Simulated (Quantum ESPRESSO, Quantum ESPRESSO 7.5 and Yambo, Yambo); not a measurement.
## PbO (P4/nmm): Bethe-Salpeter spectra with Yambo

Aim: the absorption spectrum of PbO (P4/nmm) with electron-hole interaction, and what each part of the kernel does.

Main program and level: Quantum ESPRESSO 7.5 and Yambo 5.3.0; PBE and many-body steps on it, plane waves.

The database entry behind the starting cell differs from later determinations by our own check (c about 1 % long), so it need not match the best structure at ambient conditions.

### Step 1. The structure

Symmetry: P4/nmm, No. 129, tetragonal system. Conventional cell: a = 3.960 Å, b = 3.960 Å, c = 5.070 Å, α = 90.00°, β = 90.00°, γ = 90.00°. Nearest to Pb lie 4 O at 2.32 Å. Nearest to O lie 4 Pb at 2.32 Å. Farther neighbours and most contacts between anions are not listed.

Coordinates:

```cif
data_structure
_symmetry_space_group_name_H-M 'P 1'
_symmetry_Int_Tables_number 1
_cell_length_a 3.9600
_cell_length_b 3.9600
_cell_length_c 5.0700
_cell_angle_alpha 90.000
_cell_angle_beta 90.000
_cell_angle_gamma 90.000
_cell_volume 79.51
loop_
_atom_site_label
_atom_site_type_symbol
_atom_site_fract_x
_atom_site_fract_y
_atom_site_fract_z
_atom_site_occupancy
Pb1 Pb 0.00000 0.50000 0.23851 1
Pb2 Pb 0.50000 0.00000 0.76149 1
O3 O 0.00000 0.00000 0.00000 1
O4 O 0.50000 0.50000 0.00000 1
```

The cell and positions come from the Crystallography Open Database and are kept as given unless a step says otherwise. Spin-orbit coupling is left out unless a step names it.

### Step 2. Empty states on the mesh, 4×4×2 mesh, 280 bands

This step: Quantum ESPRESSO 7.5; DFT, PBE, plane waves, norm-conserving pseudopotentials.

The sums over transitions need many empty states on a uniform mesh; this step solves for them.

pw.in

```
&control
  calculation = 'nscf'
  prefix = 'x'
  outdir = 'o'
  pseudo_dir = 'pseudo'
/
&system
  ibrav = 0
  nat = 4
  ntyp = 2
  ecutwfc = 76.0
  nbnd = 280
  force_symmorphic = .true.
/
&electrons
  conv_thr = 1e-9
  electron_maxstep = 80
  diago_full_acc = .true.
  diago_thr_init = 5e-6
/
ATOMIC_SPECIES
  Pb 207.2 Pb.upf
  O 15.999 O.upf
CELL_PARAMETERS angstrom
  3.9600000000 0.0000000000 0.0000000000
  0.0000000000 3.9600000000 0.0000000000
  0.0000000000 0.0000000000 5.0700000000
ATOMIC_POSITIONS crystal
  Pb 0.0000000000 0.5000000000 0.2385140000
  Pb 0.5000000000 0.0000000000 0.7614860000
  O 0.0000000000 0.0000000000 0.0000000000
  O 0.5000000000 0.5000000000 0.0000000000
K_POINTS automatic
  4 4 2 0 0 0
```

Run with:

```sh
> OMP_NUM_THREADS=1 mpirun -n 4 pw.x -nk 4 -in pw.in > pw.out
```

Log:

```text
Program PWSCF v.7.5 starts

     This program is part of the open-source Quantum ESPRESSO suite
     for quantum simulation of materials; please cite
         "P. Giannozzi et al., J. Phys.:Condens. Matter 21 395502 (2009);
         "P. Giannozzi et al., J. Phys.:Condens. Matter 29 465901 (2017);
         "P. Giannozzi et al., J. Chem. Phys. 152 154105 (2020);
     in publications or presentations arising from this work. More details at

     Atomic positions and unit cell read from directory:
     o/x.save/

     Message from routine setup:
[...]
-128.2830-128.2830 -69.9774 -69.9773 -69.9771 -69.9770 -69.9735 -69.9729
[...]
[... 23 further rows ...]
   119.9641 120.3828 120.6308 121.0146 121.6066 122.2473 122.6685 122.9853
   123.1858 123.6159 123.6290 123.9050 124.2681 124.8264 124.9507 125.1962

          k = 0.0000 0.2500-0.3905 (  6018 PWs)   bands (ev):

     [... further k-points ...]

     highest occupied, lowest unoccupied level (ev):    10.4903   11.6307

     XML data file, pseudopotentials, collected wavefunctions

=------------------------------------------------------------------------------=
   JOB DONE.
=------------------------------------------------------------------------------=
```

The job ended after 56 s (4 MPI ranks of Arm Neoverse V2, shared host; peak memory 0.8 GiB; 3.7 min of CPU time).

This step gave:

```
gap                                                           : 1.140 eV
k of the valence top                                          : 0, 0, 0
k of the conduction bottom                                    : -0.5, -0.5, 0
least direct gap                                              : 2.140 eV
k points computed                                             : 12
lowest point of the top converged band, above the valence top : 114.7059 eV
```

On this mesh the gap is 1.140 eV.

The density comes from a self-consistent run that is not shown.

### Step 3. Conversion and set-up

This step: Yambo 5.3.0; conversion and set-up on PBE, plane waves, norm-conserving pseudopotentials.

The states are converted to the many-body program's format and the q mesh is built.

Run with:

```sh
> (cd o/x.save; p2y > p2y.log; mv SAVE ../..); yambo > setup.log
```

Log:

```text
 Yambo, version 5.3.0

 [02] CORE Variables Setup
 =========================

  [02.01] Unit cells
  ==================

  Cell kind             :  Unknown
  Atoms in the cell     :  Pb  O
  number of Pb atoms    :  2
  number of O  atoms    :  2

  List of atomic masses
  Mass of Pb    :  207.2000
  Mass of O     :  15.99900

  List of atomic coordinates    : [cc]
  Pb1       :  0.000000  3.741658  2.285182  order 1
  Pb2       :  3.741658  0.000000  7.295730  order 2
  O1       :  0.000000  0.000000  0.000000  order 3
  O2       :  3.741658  3.741658  0.000000  order 4

[...]
K/Q-points units:
 rlu = crystal or reduced units; cc = cartesian coordinates; iku = interal k-units

 Q [ 1]         [rlu]:  0.000000  0.000000  0.000000
 Q [ 2]         [rlu]:  0.000000  0.000000 -0.500000
 Q [ 3]         [rlu]:  0.000000  0.250000  0.000000
[...]
Q [ 8]         [rlu]:  0.250000  0.250000 -0.500000
 Q [ 9]         [rlu]:  0.250000 -0.500000  0.000000
 Q [10]         [rlu]:  0.250000 -0.500000 -0.500000
 Q [11]         [rlu]: -0.500000 -0.500000  0.000000
 Q [12]         [rlu]: -0.500000 -0.500000 -0.500000

  [03.01] X indexes
  =================

   [03.01.01] Sigma indexes
   ========================

 [06] Game Over & Game summary
```

Elapsed: 2.3 s, on 1 MPI rank; peak memory 0.24 GiB.

### Step 4. Screening and self-energy, 4×4×2 mesh, 280 bands, screening to 210.9 eV

G0W0 replaces the xc potential by the self-energy, built once from these orbitals. Only a window of levels is corrected, while the sums run over the empty bands that the input names.

This step: G0W0 on PBE, plane waves, norm-conserving pseudopotentials.

gw1.in

```
HF_and_locXC
gw0
dyson
ppa
em1d
rim_cut
RandQpts= 1000000
RandGvec= 1 RL
EXXRLvcs= 76 Ry
VXCRLvcs= 304 Ry
Chimod= "HARTREE"
% BndsRnXp
 1 | 280 |
%
NGsBlkXp= 15.5 Ry
% LongDrXp
 1 | 1 | 1 |
%
% GbndRnge
 1 | 280 |
%
DysSolver= "n"
ExtendOut
PPAPntXp= 27.21138 eV
% QPkrange
 1 | 1 | 27 | 30 |
 11 | 11 | 27 | 30 |
%
```

Run with:

```sh
> OMP_NUM_THREADS=1 mpirun -n 4 yambo -F gw1.in -J gw1 -C gw1 > gw1.log
```

Log:

```text
 Yambo, version 5.3.0

 [02] CORE Variables Setup
 =========================

  [... cell, symmetries and grids as in the set-up ...]

  [02.05] Energies & Occupations
  ==============================

  [X] === General ===
  [X] Electronic Temperature                        :  0.000000  0.000000 [eV K]
  [X] Bosonic    Temperature                        :  0.000000  0.000000 [eV K]
  [X] Finite Temperature mode                       : no
  [X] El. density                                   :  0.70435E+24 [cm-3]
[...]
QP @ state[ 1 ] b range                          :  27  30
   QP @ state[ 2 ] K range                          :  11  11
   QP @ state[ 2 ] b range                          :  27  30
   GF energies kind                                 : Perdew, Burke & Ernzerhof(X)+Perdew, Burke & Ernzerhof(C)
   GF WF`s kind                                     : Perdew, Burke & Ernzerhof(X)+Perdew, Burke & Ernzerhof(C)
   Xs energies kind                                 : Perdew, Burke & Ernzerhof(X)+Perdew, Burke & Ernzerhof(C)
   Xs WF`s kind                                     : Perdew, Burke & Ernzerhof(X)+Perdew, Burke & Ernzerhof(C)

 [11] Game Over & Game summary
```

The job ended after 16 min (4 MPI ranks; peak memory 2.9 GiB).

This step gave:

| Property | Result |
| --- | --- |
| G0W0 gap on the points computed | 1.318 eV |
| starting gap on the mesh | 1.140 eV |
| k of the valence top | 0, 0, 0 |
| k of the conduction bottom | -0.5, -0.5, 0 |
| least direct G0W0 gap on the computed points | 2.204 eV |

The gap on the mesh goes from 1.14 eV to 1.32 eV, a correction of +0.18 eV.

The gap opens by 0.178 eV; the next steps shift the empty bands rigidly by 0.064 eV, the correction at the start's least direct gap.

### Step 5. Excitons

Optical absorption needs the electron-hole interaction, solved here in a basis of vertical transitions on the mesh.

This step: Bethe-Salpeter equation on PBE with a scissors shift, plane waves, norm-conserving pseudopotentials.

bse3.in

```
optics
bss
bse
em1s
dipoles
rim_cut
RandQpts= 1000000
RandGvec= 1 RL
Chimod= "HARTREE"
BSKmod= "SEX"
BSEmod= "resonant"
BSSmod= "d"
BSENGexx= 30 Ry
BSENGBlk= 6 Ry
% BSEQptR
 1 | 1 |
%
% BSEBands
 23 | 32 |
%
% BEnRange
 0 | 7 | eV
%
% BDmRange
 0.1 | 0.1 | eV
%
BEnSteps= 141
% BLongDir
 1 | 0 | 0 |
%
% BndsRnXs
 1 | 145 |
%
NGsBlkXs= 6 Ry
% LongDrXs
 1 | 1 | 1 |
%
% KfnQP_E
 0.064 | 1.0 | 1.0 |
%
WRbsWF
```

Run with:

```sh
> OMP_NUM_THREADS=1 mpirun -n 4 yambo -F bse3.in -J bse3 -C bse3 > bse3.log
```

Log:

```text
 Yambo, version 5.3.0

 [02] CORE Variables Setup
 =========================

  [... cell, symmetries and grids as in the set-up ...]

  [02.05] Energies & Occupations
  ==============================

  [X] === General ===
  [X] Electronic Temperature                        :  0.000000  0.000000 [eV K]
  [X] Bosonic    Temperature                        :  0.000000  0.000000 [eV K]
  [X] Finite Temperature mode                       : no
  [X] El. density                                   :  0.70435E+24 [cm-3]
  [X] Fermi Level                                   :  10.49034 [eV]

  [X] === Gaps and Widths ===
  [X] Conduction Band Min                           :  1.140379 [eV]
  [X] Valence Band Max                              :  0.000000 [eV]
  [X] Filled Bands                                  :  28
  [X] Empty Bands                                   :   29  280
  [X] Direct Gap                                    :  2.139783 [eV]
  [X] Direct Gap localized at k                     :  11
  [X] Indirect Gap                                  :  1.140379 [eV]
  [X] Indirect Gap between kpts                     :   1  11
  [X] Last valence band width                       :  1.733881 [eV]
  [X] 1st conduction band width                     :  2.397823 [eV]

 [03] Transferred momenta grid and indexing
 ==========================================

 [BZ sampling] Q-grid is User defined and/or read from the database

 IBZ Q-points                                      :  12
 BZ  Q-points                                      :   32

 K/Q-points units:
 rlu = crystal or reduced units; cc = cartesian coordinates; iku = interal k-units

 Q [ 1]         [rlu]:  0.000000  0.000000  0.000000
 Q [ 2]         [rlu]:  0.000000  0.000000 -0.500000
 Q [ 3]         [rlu]:  0.000000  0.250000  0.000000
 Q [ 4]         [rlu]:  0.000000  0.250000 -0.500000
 Q [ 5]         [rlu]:  0.000000 -0.500000  0.000000
 Q [ 6]         [rlu]:  0.000000 -0.500000 -0.500000
 Q [ 7]         [rlu]:  0.250000  0.250000  0.000000
 Q [ 8]         [rlu]:  0.250000  0.250000 -0.500000
 Q [ 9]         [rlu]:  0.250000 -0.500000  0.000000
 Q [10]         [rlu]:  0.250000 -0.500000 -0.500000
 Q [11]         [rlu]: -0.500000 -0.500000  0.000000
 Q [12]         [rlu]: -0.500000 -0.500000 -0.500000

  [03.01] X + BSE indexes
  =======================

   [03.01.01] Sigma indexes
   ========================

 [04] Coloumb potential Random Integration (RIM)
 ===============================================

  [04.01] RIM initialization
  ==========================

  * Diagonal components only detected *

  8 x (sBL volume)        :  0.115581 [a.u.]
  sBZ random points       :  1000000
  Points outside the sBZ  :   7992674
  RL volume               :  0.462322 [a.u.]
  Integrated volume       :  0.462746 [a.u.]

  [04.02] RIM integrals
  =====================

  Gamma point sphere radius             :  0.088358 [a.u.]
  Points outside the sphere             :   799859
  [Int_sBZ(q=0) 1/q^2]*(Vol_sBZ)^(-1/3) =:  7.508321
                                 should be <:  7.795600

  Summary of Coulomb integrals for non-metallic bands |Q|[au] RIM/Bare

  Q [1] 0.100000E-4 0.963149 * Q [3] 0.209906 0.939180
  Q [7] 0.296853 0.985912 * Q [2] 0.327901 1.190425
  Q [4] 0.389333 1.098551 * Q [5] 0.419813 0.988250
  Q [8] 0.442313 1.058096 * Q [9] 0.469365 0.992508
  Q [6] 0.532693 1.023701 * Q [10] 0.572558 1.017510
  Q [11] 0.593705 0.996346 * Q [12] 0.678237 1.008321

 [WARNING] [Xs] User bands 1-145 break level degeneracy

 [05] External/Internal QP corrections
 =====================================

 [QP_apply] Action to be applied: USER defined scissor

  [05.01]  QP corrections report
  ==============================

  [K+QP] === General ===
  [K+QP] Electronic Temperature                     :  0.000000  0.000000 [eV K]
  [K+QP] Bosonic    Temperature                     :  0.000000  0.000000 [eV K]
  [K+QP] Finite Temperature mode                    : no
  [K+QP] El. density                                :  0.70435E+24 [cm-3]
[...]
[K+QP] Direct Gap                                 :  2.203783 [eV]
  [K+QP] Direct Gap localized at k                  :  11
  [K+QP] Indirect Gap                               :  1.204379 [eV]
  [K+QP] Indirect Gap between kpts                  :   1  11
  [K+QP] Last valence band width                    :  1.733881 [eV]
  [K+QP] 1st conduction band width                  :  2.397823 [eV]

  [coarse-grid] Minimum Bare Gap        [ev]:  1.140379
  [coarse-grid] Minimum Gap Correction  [ev]:  0.064000

  Eqp @ K [ 1]
  -138.7733 -138.7733  -80.4677  -80.4677  -80.4672  -80.4672  -80.4639  -80.4631
  -18.34878 -17.81036 -16.05919 -16.05919 -15.99889 -15.99595 -15.91159 -15.83836
  -15.83539 -15.83539 -15.81850 -14.47138  -7.27556  -6.77679  -4.22926  -4.22926
  -1.728126 -1.604409 -1.604409  0.000000  2.473925  5.580695  5.644095  5.644095
    6.61689   6.61689   7.50564   8.10592  10.22281  14.11053  15.15554  15.15554
   15.89089  16.10663  16.10663  16.33185  16.41360  17.72026  17.72026  18.23186
[...]
Eqp @ K [ 2]
[...]
Eqp @ K [ 3]
[...]
Eqp @ K [ 4]
[...]
Eqp @ K [ 5]
[...]
Eqp @ K [ 6]
[...]
Eqp @ K [ 7]
[...]
Eqp @ K [ 8]
[...]
Eqp @ K [ 9]
[...]
-1.716149 -1.716147 -1.528705 -1.528699  3.421451  3.421455  4.633794  4.633796
     [... 13 further rows ...]
   15.26930  15.26930  17.80783  17.80783  19.28051  19.28051  20.01560  20.01560
   20.51557  20.51557  20.56957  20.56957  22.90524  22.90524  24.72769  24.72769

 [06] Dipoles
 ============

  [06.01] Setup: observables and procedures
  =========================================

  [WARNING] [x,Vnl] slows the Dipoles computation. To neglect it rename the ns.kb_pp file

  [WARNING] [r,Vnl^pseudo] included in position and velocity dipoles.

  [WARNING] In case H contains other non local terms, these are neglected

 [07] Static Dielectric Matrix
 =============================

 [WR./bse3//ndb.em1s]------------------------------------------------------------
  Brillouin Zone Q/K grids (IBZ/BZ)                :   12   32   12   32
  RL vectors                                       :   7421 [WF]
  Coulomb cutoff potential                         : none
  Electronic Temperature                           :  0.000000 [K]
  Bosonic    Temperature                           :  0.000000 [K]
  Static diel. fun.  energies                      : Perdew, Burke & Ernzerhof(X)+Perdew, Burke & Ernzerhof(C)
  wavefunctions                                    : Perdew, Burke & Ernzerhof(X)+Perdew, Burke & Ernzerhof(C)
  Global Gauge                                     : length
  X matrix size                                    :  135
  X band range                                     :    1  145
  X e/h energy range                               : -1.000000 -1.000000 [eV]
  X Time ordering                                  : T
  X Hxc Kernel                                     : HARTREE
  X Drude frequency                                :  0.000000  0.000000
  X poles                                          :  100.0000 [o/o]
  RL vectors in the sum                            :   7421
  [r,Vnl] included                                 : yes
  Field direction                                  :  0.577350E-5  0.577350E-5  0.577350E-5
  BZ energy Double Grid                            : no
  BZ energy DbGd points                            : 0
  BZ Q point size factor                           : -1.000000
  X Optical Averaged directions                    : none

 [08] Bethe Salpeter Equation driver
 ===================================

  [08.01] Bethe Salpeter Equation @q1
  ===================================

   [08.01.01] Transition pre-analysis @q1
   ======================================

   [08.01.02] Transition Groups build-up @q1
   =========================================

   [BSK] Transition groups (total):  24
   [BSK] Size (resonant):   768
   [BSK]         (total):   768
   [BSK] N. of matrices :  1

   [08.01.03] Loading Dipoles @q1
   ==============================

   [08.01.04] Independent Particles properties @q1
   ===============================================

   ==========================================================

   [BSE] Exchange components :  1537
   [BSE] Correlation components :   135   519

    [08.01.05.01] Screened interaction header I/O
    =============================================

    [08.01.05.02] Main kernel loop
    ==============================

    [08.01.05.03] Wave-Function Phases
    ==================================

    [BSE] WF phases found       :  45.83333 [o/o]

   [08.01.06] BSE solver(s) @q1
   ============================

   [08.01.07] Diago Solver @q1
   ===========================

 [11] Game Over & Game summary
```

Run time: 81 s. Hardware: 4 MPI ranks; peak memory 2 GiB; 5.3 min of CPU time.

This step gave:

| Quantity | Value |
| --- | --- |
| transitions in the window | 768 |
| direct gap of the transition levels | 2.204 eV |
| lowest state | 1.828 eV |
| first strong exciton (over a fiftieth of the strongest listed) | 1.828 eV |
| binding of the lowest state below the direct gap | 0.3754 eV |
| Coulomb term of one mesh cell | 0.4477 eV |

The binding is 0.84 times the screened Coulomb term of one mesh cell (0.45 eV), so it is not shown settled.

The lowest state lies at 1.828 eV, 0.375 eV under the direct gap.

Lines within 3 meV are set at the lowest of them, and the highest group, which the list may cut short, is left out. Exciton lines, with heights relative to the strongest:

```
position (eV)  lines merged  strength, relative
        1.828             2                  38
        1.834             2                 3.8
        2.115             1                 0.0
        2.588             1                  33
        2.596             1                  26
        2.606             1                 7.9
        2.614             1                 0.9
        2.881             1                 0.0
        2.986             1                 0.0
        3.009             2                 0.0
        3.092             1                 0.0
        3.145             3                 100
        3.159             1                 0.0
        3.243             1                 0.0
        3.257             2                  85
        3.272             1                 0.0
        3.320             1                 0.0
```

The ε₂ has structure finer than the step of the table below, so its rows give means over 0.25 eV, whole bins alone (the curve runs from 0 to 7 eV). Peaks (eV: height): BSE 1.850: 6.73, 2.600: 11.7, 3.200: 24.9, 4.550: 8.65, 5.250: 9.63; no electron-hole interaction 2.200: 5.74, 2.950: 7.93, 3.850: 16.6, 4.950: 8.12, 5.700: 8.74, 6.200: 12.2.

Field along x; broadening 0.1 eV; transition window only. Limits: finite bands, cutoff and mesh; no spin-orbit coupling; coarse k mesh; exciton not shown settled in the k mesh. The ε₂ by photon energy; means over each step:

```
photon energy (eV)    BSE  no electron-hole interaction
              0.25  0.121                        0.0799
              0.50  0.149                        0.0940
              0.75  0.191                         0.113
              1.00  0.262                         0.141
              1.25  0.410                         0.184
              1.50  0.920                         0.264
              1.75   4.32                         0.468
              2.00   2.86                          1.64
              2.25   1.86                          3.99
              2.50   7.02                          1.35
              2.75   6.14                          2.40
              3.00   10.4                          5.83
              3.25   22.3                          3.31
              3.50   14.1                          10.8
              3.75   9.82                          16.2
              4.00   3.37                          14.7
              4.25   3.83                          7.66
              4.50   6.79                          3.28
              4.75   5.47                          4.63
              5.00   6.15                          6.94
              5.25   8.51                          5.98
              5.50   7.73                          5.96
              5.75   8.20                          7.91
              6.00   6.29                          7.70
              6.25   3.08                          11.1
              6.50   2.27                          6.61
              6.75   1.96                          3.67
```

(Part 1 of 4 ends here.)

[Paths, hosts, dates, memory and timing lines, banners, echoed tables and standing remarks are left out of the program output.]

[Logs are printed without paths, hosts, clocks, repeated set-up lines and the standing remarks that a program may print on its own settings, such as how far it seeks lower states.]

[Runs of the session that timed out or met a known fault of the program may be left out.]

[Hosts, paths, dates, database ids (printed as entryN), source tags and the programs' standing remarks are cut or masked in the printed files.]
